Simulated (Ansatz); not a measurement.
# Structural relaxation of twisted silicene bilayer, 13.17° (76 atoms), part 2 of 3

How does twisted silicene bilayer, 13.17° (76 atoms) relax, and what do bonds and levels look like afterwards?

Ansatz 0.2.0; Kohn-Sham DFT, RPBE+D4, PAW (set soft_2), localised support functions (medium).

The cell: 76 Si. Beside vacuum, support functions can miss their usual error bounds without a warning.

So far. Step 2 (Single point at the start): The r.m.s. force component of 0.29 eV/Å sets the starting point.

## Step 3: Relaxation

The atoms are relaxed in the fixed cell, aiming at the force tolerance of the input.

input.yaml

```yaml
crystal:
  lattice:
    - [16.8253, 0.0, 0.0]
    - [-8.41265, 14.57114, 0.0]
    - [0.0, 0.0, 20.14]
  atoms:
    [... the 76 atom lines of step 2 ...]
kpoints:
  mp_grid: { grid: [3, 3, 1] }
hamiltonian:
  xc: rpbe
  dispersion: d4
scf:
  occupations: { method: gaussian, width: 0.05 }
  eigensolver: { kind: { support_functions: { accuracy: medium } } }
  mixing: { beta: 0.4 }
  max_iter: 150
output:
  forces: true
relax:
  f_tol: 0.05
  max_steps: 56
```

The run is started by

```sh
$ ansatz run input.yaml --threads 4 --pin off --max-ram 8192MiB --backend cpu --events-out ev --progress --plain --runs-dir out
```

Standard output:

```text
[...]
Crystal: 76 atoms, lattice volume = 4937.599 Å³
Basis set: ecut = 420 eV, 96559 PW (Γ), exchange–correlation on 240×240×270 points (8 copies of the dense FFT grid, shifted against one another)
Bands: 183, of which v1, the nominal top of the filled ones, is band 152 counted from 1 (151 counted from 0)
Symmetry: 1 space group operations
k-points: 5 of 9 (time reversal used)
[...]
SCF iter   1: F=—  HF=-48541.136733 eV  |F-HF|=—  |Δ(HF+E_count)|=         —  Δρ=1.94e-2  dr2=1.91e1  ethr=1.00e-1
[...]
SCF iter  12: F=-48557.803646 eV  HF=-48557.803645 eV  |F-HF|=9.94e-7  |Δ(HF+E_count)|=   3.97e-4  Δρ=2.66e-6  dr2=5.51e-7  ethr=1.80e-9
SCF 1 converged in 12 iterations: F = -48557.809315 eV  dr2 = 5.51e-7
[...]
relax step   1: F+E_penalty+E_count = -48557.80931548 eV  Δ(F+E_penalty+E_count) = +0.000e0 eV  max|allowed force component| = 8.298e-1 eV/Å  Δτ_max = 0.0000 Å  (12 SCF iters, accepted)
[... from here on, the SCF cycles and remarks between the steps are left out ...]
relax step   2: F+E_penalty+E_count = -48561.47586723 eV  Δ(F+E_penalty+E_count) = -3.667e0 eV  max|allowed force component| = 7.663e-1 eV/Å  Δτ_max = 0.1943 Å  (12 SCF iters, dr2 threshold 2.53e-6 eV, accepted)
relax step   3: F+E_penalty+E_count = -48563.20614302 eV  Δ(F+E_penalty+E_count) = -1.730e0 eV  max|allowed force component| = 5.966e-1 eV/Å  Δτ_max = 0.1948 Å  (13 SCF iters, dr2 threshold 2.16e-6 eV, accepted)
relax step   4: F+E_penalty+E_count = -48563.43314961 eV  Δ(F+E_penalty+E_count) = -2.270e-1 eV  max|allowed force component| = 1.086e0 eV/Å  Δτ_max = 0.1901 Å  (8 SCF iters, dr2 threshold 1.27e-5 eV, accepted)
relax step   5: F+E_penalty+E_count = -48563.84321913 eV  Δ(F+E_penalty+E_count) = -4.101e-1 eV  max|allowed force component| = 8.590e-1 eV/Å  Δτ_max = 0.1276 Å  (7 SCF iters, dr2 threshold 4.21e-5 eV, accepted)
relax step   6: F+E_penalty+E_count = -48564.88310970 eV  Δ(F+E_penalty+E_count) = -1.040e0 eV  max|allowed force component| = 3.740e-1 eV/Å  Δτ_max = 0.2000 Å  (7 SCF iters, dr2 threshold 2.72e-5 eV, accepted)
relax step   7: F+E_penalty+E_count = -48565.39971552 eV  Δ(F+E_penalty+E_count) = -5.166e-1 eV  max|allowed force component| = 4.857e-1 eV/Å  Δτ_max = 0.2000 Å  (11 SCF iters, dr2 threshold 1.56e-6 eV, accepted)
relax step   8: F+E_penalty+E_count = -48565.03028814 eV  Δ(F+E_penalty+E_count) = +3.694e-1 eV  max|allowed force component| = 9.320e-1 eV/Å  Δτ_max = 0.1935 Å  (9 SCF iters, dr2 threshold 2.63e-6 eV, rejected (line search))
relax step   9: F+E_penalty+E_count = -48565.56190328 eV  Δ(F+E_penalty+E_count) = -1.622e-1 eV  max|allowed force component| = 1.041e0 eV/Å  Δτ_max = 0.0942 Å  (8 SCF iters, accepted)
relax step  10: F+E_penalty+E_count = -48565.69228381 eV  Δ(F+E_penalty+E_count) = -1.304e-1 eV  max|allowed force component| = 4.265e-1 eV/Å  Δτ_max = 0.1000 Å  (6 SCF iters, dr2 threshold 6.37e-5 eV, accepted)
relax step  11: F+E_penalty+E_count = -48565.73628376 eV  Δ(F+E_penalty+E_count) = -4.400e-2 eV  max|allowed force component| = 4.923e-1 eV/Å  Δτ_max = 0.1340 Å  (9 SCF iters, dr2 threshold 1.80e-6 eV, accepted)
relax step  12: F+E_penalty+E_count = -48565.62503325 eV  Δ(F+E_penalty+E_count) = +1.113e-1 eV  max|allowed force component| = 7.827e-1 eV/Å  Δτ_max = 0.2000 Å  (10 SCF iters, dr2 threshold 2.39e-6 eV, rejected (line search))
relax step  13: F+E_penalty+E_count = -48565.95855152 eV  Δ(F+E_penalty+E_count) = -2.223e-1 eV  max|allowed force component| = 2.822e-1 eV/Å  Δτ_max = 0.0950 Å  (9 SCF iters, accepted)
relax step  14: F+E_penalty+E_count = -48565.95379540 eV  Δ(F+E_penalty+E_count) = +4.756e-3 eV  max|allowed force component| = 2.424e-1 eV/Å  Δτ_max = 0.1000 Å  (9 SCF iters, dr2 threshold 1.54e-6 eV, rejected (line search))
relax step  15: F+E_penalty+E_count = -48566.01326951 eV  Δ(F+E_penalty+E_count) = -5.472e-2 eV  max|allowed force component| = 1.121e-1 eV/Å  Δτ_max = 0.0478 Å  (8 SCF iters, accepted)
relax step  16: F+E_penalty+E_count = -48566.02704447 eV  Δ(F+E_penalty+E_count) = -1.377e-2 eV  max|allowed force component| = 6.577e-2 eV/Å  Δτ_max = 0.0500 Å  (7 SCF iters, accepted)
relax step  17: F+E_penalty+E_count = -48566.03074835 eV  Δ(F+E_penalty+E_count) = -3.704e-3 eV  max|allowed force component| = 6.757e-2 eV/Å  Δτ_max = 0.0257 Å  (6 SCF iters, accepted)
relax step  18: F+E_penalty+E_count = -48566.03118704 eV  Δ(F+E_penalty+E_count) = -4.387e-4 eV  max|allowed force component| = 1.349e-1 eV/Å  Δτ_max = 0.0228 Å  (6 SCF iters, accepted)
relax step  19: F+E_penalty+E_count = -48565.96179005 eV  Δ(F+E_penalty+E_count) = +6.940e-2 eV  max|allowed force component| = 2.786e-1 eV/Å  Δτ_max = 0.1123 Å  (8 SCF iters, rejected (line search))
relax step  20: F+E_penalty+E_count = -48566.03619407 eV  Δ(F+E_penalty+E_count) = -5.007e-3 eV  max|allowed force component| = 4.111e-2 eV/Å  Δτ_max = 0.0186 Å  (8 SCF iters, accepted)
dispersion: the relaxed geometry stands within reach of a switch of an atom's C6, across which e_disp changes (each atom's share, over what another start of this relaxation can change, counted as every distance, on this fixed cell: site 2 (Si), [...]
SCF converged after 8 iterations
[...]
Free energy (F): -48566.036194 eV
[...]
Internal energy: -48566.028565 eV  (E = F + TS)
E sigma→0 (E₀):  -48566.032380 eV
Entropy (-TS):   -0.007629 eV (-0.100 meV/atom)
Fermi energy:    -1.257862 eV
[...]
--- Forces (eV/Å), atoms counted from 1 ---
  atom   1  Si    -0.01763205     0.00160750     0.00383670
  atom   2  Si     0.01458834    -0.00544175     0.00258079
  atom   3  Si    -0.00257070     0.00834022     0.01981973
  atom   4  Si    -0.00438855    -0.00411011    -0.01386126
  atom   5  Si    -0.00081011    -0.00331332     0.00239346
  atom   6  Si    -0.00627184     0.00504991     0.00572548
  atom   7  Si     0.00854534    -0.02134189     0.00356516
  atom   8  Si    -0.00108611    -0.00012817     0.02222913
  atom   9  Si     0.00239119     0.00189055     0.00642690
  atom  10  Si    -0.00179538     0.01960313     0.00305320
  atom  11  Si     0.01186410     0.00215657     0.00456986
  atom  12  Si    -0.01678301    -0.01361374     0.00202408
  atom  13  Si    -0.00676261     0.00839839     0.00977321
  atom  14  Si     0.00216609    -0.00415687    -0.00365412
[...]
atom  75  Si     0.00686711     0.00742765     0.01798711
  atom  76  Si     0.00408127    -0.00965505    -0.00526894
  max |Σ_I F_I| component: 3.37e-4 eV/Å
--- Band table (eV; the first three rows and the last of 5) ---
[...]
--- Relaxed structure (20 steps of the walk, 16 accepted, 0 SCFs on fresh bases) ---
  F+E_penalty+E_count = -48566.03619407 eV   max|allowed force component| = 4.111e-2 eV/Å
  atoms:
    - { symbol: Si, position: [0.182887, 0.777911, 0.429983] }
    - { symbol: Si, position: [0.189463, 0.646800, 0.411530] }
    - { symbol: Si, position: [0.276678, 0.020638, 0.444324] }
    - { symbol: Si, position: [0.301738, 0.915750, 0.386425] }
[...]
- { symbol: Si, position: [0.012367, 0.135397, 0.559761] }
[...]
```

It took 40 min on 4 threads of Arm Neoverse V1, shared host; peak memory 5.4 GiB; 2.6 h of CPU time.

The program notes that the dispersion model switches parameters near this geometry. Further notices: relaxed geometry near dispersion switch.

Step by step:

| step | energy less that of the first step (eV) | largest force component (eV/Å) |
| --- | --- | --- |
| 1 | 0.0000 | 0.8298 |
| 2 | -3.6666 | 0.7663 |
| 3 | -5.3968 | 0.5966 |
| 4 | -5.6238 | 1.0861 |
| 5 | -6.0339 | 0.8590 |
| 6 | -7.0738 | 0.3740 |
| 7 | -7.5904 | 0.4857 |
| 8 | -7.2210 | 0.9320 |
| 9 | -7.7526 | 1.0409 |
| 10 | -7.8830 | 0.4265 |
| 11 | -7.9270 | 0.4923 |
| 12 | -7.8157 | 0.7827 |
| 13 | -8.1492 | 0.2822 |
| 14 | -8.1445 | 0.2424 |
| 15 | -8.2040 | 0.1121 |
| 16 | -8.2177 | 0.0658 |
| 17 | -8.2214 | 0.0676 |
| 18 | -8.2219 | 0.1349 |
| 19 | -8.1525 | 0.2786 |
| 20 | -8.2269 | 0.0411 |

Relaxation steps 8, 12, 14, 19 were tried and not accepted.

The atoms that moved most (Å):

| atom | dx | dy | dz | length |
| --- | --- | --- | --- | --- |
| Si14 | 0.107 | -0.046 | 0.712 | 0.722 |
| Si26 | -0.083 | -0.065 | 0.710 | 0.717 |
| Si69 | -0.090 | -0.040 | -0.710 | 0.716 |
| Si55 | 0.017 | 0.115 | -0.706 | 0.716 |
| Si65 | 0.070 | -0.063 | -0.700 | 0.707 |
| Si30 | -0.011 | 0.115 | 0.683 | 0.692 |
| Si50 | -0.162 | 0.148 | -0.512 | 0.557 |
| Si35 | 0.158 | 0.153 | 0.507 | 0.553 |

The relaxation changed the energy by -108 meV/atom, and atoms moved by 0.36 Å r.m.s., 0.72 Å at most.

## Step 4: Local order after relaxation

Bonds before and after, by the cutoffs listed below:

| pair | bonds before | bonds after | mean before (Å) | mean after (Å) | spread before (Å) | spread after (Å) |
| --- | --- | --- | --- | --- | --- | --- |
| Si-Si | 114 | 114 | 2.271 | 2.327 | 0.014 | 0.031 |

Normalised to the volume that the atoms fill. Pair distribution function in bins of 0.1 Å:

| r (Å) | total |
| --- | --- |
| 2.15 | 0.00 |
| 2.25 | 2.06 |
| 2.35 | 6.85 |
| 2.45 | 0.45 |
| 2.55 | 0.00 |
| 2.65 | 0.00 |
| 2.75 | 0.00 |
| 2.85 | 0.16 |
| 2.95 | 0.82 |
| 3.05 | 0.14 |
| 3.15 | 0.81 |
| 3.25 | 0.00 |
| 3.35 | 0.24 |
| 3.45 | 0.11 |
| 3.55 | 0.21 |
| 3.65 | 0.79 |
| 3.75 | 1.00 |
| 3.85 | 2.09 |
| 3.95 | 3.24 |
| 4.05 | 0.73 |
| 4.15 | 0.73 |
| 4.25 | 0.94 |
| 4.35 | 0.56 |
| 4.45 | 0.54 |
| 4.55 | 1.37 |
| 4.65 | 0.92 |
| 4.75 | 0.61 |
| 4.85 | 0.66 |
| 4.95 | 0.22 |
| 5.05 | 0.21 |
| 5.15 | 0.32 |
| 5.25 | 0.42 |
| 5.35 | 0.23 |
| 5.45 | 0.22 |
| 5.55 | 0.00 |
| 5.65 | 0.34 |
| 5.75 | 0.79 |
| 5.85 | 1.09 |
| 5.95 | 1.27 |
| 6.05 | 0.66 |
| 6.15 | 0.58 |
| 6.25 | 0.15 |
| 6.35 | 0.34 |
| 6.45 | 0.34 |

Bonds by pair of elements; cutoffs follow the first minimum of g(r), held within bounds set by covalent radii, and pairs that aren't listed don't count as bonded:

| pair A-B | cutoff (Å) | bonds | mean length (Å) | spread (Å) | shortest (Å) | B about A | A about B |
| --- | --- | --- | --- | --- | --- | --- | --- |
| Si-Si | 2.68 | 114 | 2.33 | 0.031 | 2.28 | 3 | 3 |

How many atoms have how many bonded neighbours:

| element | mean | 3 |
| --- | --- | --- |
| Si | 3 | 76 |

Bond angles, per cent of each kind in bins of 5°:

| angle (°) | Si-Si-Si |
| --- | --- |
| 100–105 | 8.3 |
| 105–110 | 19.3 |
| 110–115 | 38.2 |
| 115–120 | 23.7 |
| 120–125 | 10.5 |

Bond angles (no mean is given where the spread exceeds 20°):

| angle | count | mean (°) | spread (°) |
| --- | --- | --- | --- |
| Si-Si-Si | 228 | 113 | 5.2 |

The first maximum of g(r) stands at about 2.32 Å. With the cutoffs above, all Si atoms have 3 bonded neighbours. The Si-Si-Si angle averages 113° with a spread of 5°.

## Step 5: Single point at the relaxed geometry

One more single point at the end of the walk gives the fuller output and checks the residual forces.

input.yaml, the sections that differ from step 3:

```yaml
crystal:
  lattice:
    - [16.8253, 0.0, 0.0]
    - [-8.41265, 14.57114, 0.0]
    - [0.0, 0.0, 20.14]
  atoms:
    - { symbol: Si, position: [0.18289, 0.77791, 0.42998] }
    - { symbol: Si, position: [0.18946, 0.6468, 0.41153] }
    - { symbol: Si, position: [0.27668, 0.02064, 0.44432] }
    - { symbol: Si, position: [0.30174, 0.91575, 0.38643] }
    [... 66 atom lines left out ...]
    - { symbol: Si, position: [0.93094, 0.43904, 0.61004] }
    - { symbol: Si, position: [0.91206, 0.30156, 0.57571] }
    - { symbol: Si, position: [0.08442, 0.69813, 0.61284] }
    - { symbol: Si, position: [0.06533, 0.56225, 0.56871] }
    - { symbol: Si, position: [0.03527, 0.27928, 0.5868] }
    - { symbol: Si, position: [0.01237, 0.1354, 0.55976] }
output:
  forces: true
  eigenvalues: true
  write_density: true
  write_potential: true
  volumetric_format: npy
# kpoints, hamiltonian, scf: as in step 3
# relax: removed
```

Standard output:

```text
[...]
Crystal: 76 atoms, lattice volume = 4937.599 Å³
Basis set: ecut = 420 eV, 96559 PW (Γ), exchange–correlation on 240×240×270 points (8 copies of the dense FFT grid, shifted against one another)
Bands: 183, of which v1, the nominal top of the filled ones, is band 152 counted from 1 (151 counted from 0)
Symmetry: 1 space group operations
k-points: 5 of 9 (time reversal used)
[...]
SCF iter   1: F=—  HF=-48549.417147 eV  |F-HF|=—  |Δ(HF+E_count)|=         —  Δρ=1.94e-2  dr2=2.10e1  ethr=1.00e-1
[...]
SCF iter  13: F=-48566.029773 eV  HF=-48566.029773 eV  |F-HF|=3.99e-7  |Δ(HF+E_count)|=   4.22e-4  Δρ=2.73e-6  dr2=7.62e-7  ethr=1.13e-9
[...]
SCF 1 converged in 13 iterations: F = -48566.036201 eV  dr2 = 7.62e-7
[...]
WARN: The input density's exchange-correlation potential varies sharply where the density is thin. Do not read a vacuum level from v_tot or v_xc, or from such a field of the output density. On a cell that repeats whose density bears no net charge and no dipole along the vacuum's axis use v_es (v_loc + v_h of the components); [...]
SCF converged after 13 iterations
[...]
Free energy (F): -48566.036201 eV
[...]
Internal energy: -48566.028574 eV  (E = F + TS)
E sigma→0 (E₀):  -48566.032388 eV
Entropy (-TS):   -0.007626 eV (-0.100 meV/atom)
Fermi energy:    -1.257617 eV
[...]
--- Forces (eV/Å), atoms counted from 1 ---
  atom   1  Si    -0.01875858     0.00190160     0.00479203
  atom   2  Si     0.01559280    -0.00557614     0.00232670
  atom   3  Si    -0.00225445     0.00870400     0.02035367
  atom   4  Si    -0.00404110    -0.00417555    -0.01414502
  atom   5  Si    -0.00197164    -0.00308576     0.00316097
  atom   6  Si    -0.00599969     0.00498746     0.00516078
  atom   7  Si     0.00880297    -0.02218179     0.00342437
  atom   8  Si    -0.00098856     0.00084483     0.02261282
  atom   9  Si     0.00159136     0.00223680     0.00656846
  atom  10  Si    -0.00033542     0.01919364     0.00308575
  atom  11  Si     0.01142125     0.00273238     0.00434969
  atom  12  Si    -0.01781200    -0.01366252     0.00155489
  atom  13  Si    -0.00708946     0.00838897     0.01001035
  atom  14  Si     0.00214271    -0.00385232    -0.00197361
[...]
atom  75  Si     0.00685524     0.00664663     0.01699752
  atom  76  Si     0.00368421    -0.00899710    -0.00586631
  max |Σ_I F_I| component: 7.08e-4 eV/Å
--- Band table (eV; the first three rows and the last of 5) ---
[...]
```

The job ended after 3.6 min (4 threads; peak memory 5 GiB).

The program notes that the exchange-correlation potential is rough where the density is thin.

Read from the output:

| Item | Value |
| --- | --- |
| free energy | -48566.0362 eV |
| free energy per atom | -639.0268 eV/atom |
| SCF cycles | 13 |
| r.m.s. force component | 0.01008 eV/Å |
| longest force | 0.04409 eV/Å |
| Fermi energy | -1.258 eV |
| levels partly filled by over 2 per cent | 5 |
| potential in mid-vacuum, over the Fermi level | 4.708 eV |
| potential 4.5 Å over the upper face | 4.708 eV |
| potential 4.5 Å under the lower face | 4.708 eV |

By region:

| region | atoms | mean length of the force (eV/Å) |
| --- | --- | --- |
| layer 1 | 38 | 0.016 |
| layer 2 | 38 | 0.015 |

The levels nearest the highest filled one (over half full), pooled over k-points and spins:

| level less the highest filled one (eV) | occupation |
| --- | --- |
| -0.0755 | 2 |
| -0.0748 | 2 |
| -0.0027 | 1.94 |
| -0.001 | 1.93 |
| -9.0e-4 | 1.93 |
| 0 | 1.92 |
| 0.0824 | 0.574 |
| 0.310 | 0 |
| 0.310 | 0 |
| 0.310 | 0 |
| 0.350 | 0 |
| 0.352 | 0 |

(Continued in part 3 of 3.)

[Long decimals in the printed logs are rounded to 6 places.]

[Logs are printed without paths, hosts, clocks, repeated set-up lines and the standing remarks that a program may print on its own settings, such as how far it seeks lower states.]

[Hosts, paths, dates, database ids (printed as entryN), source tags and the programs' standing remarks are cut or masked in the printed files.]

[A walk said to have stopped at its limit may instead have ended on an SCF cycle that didn't converge.]
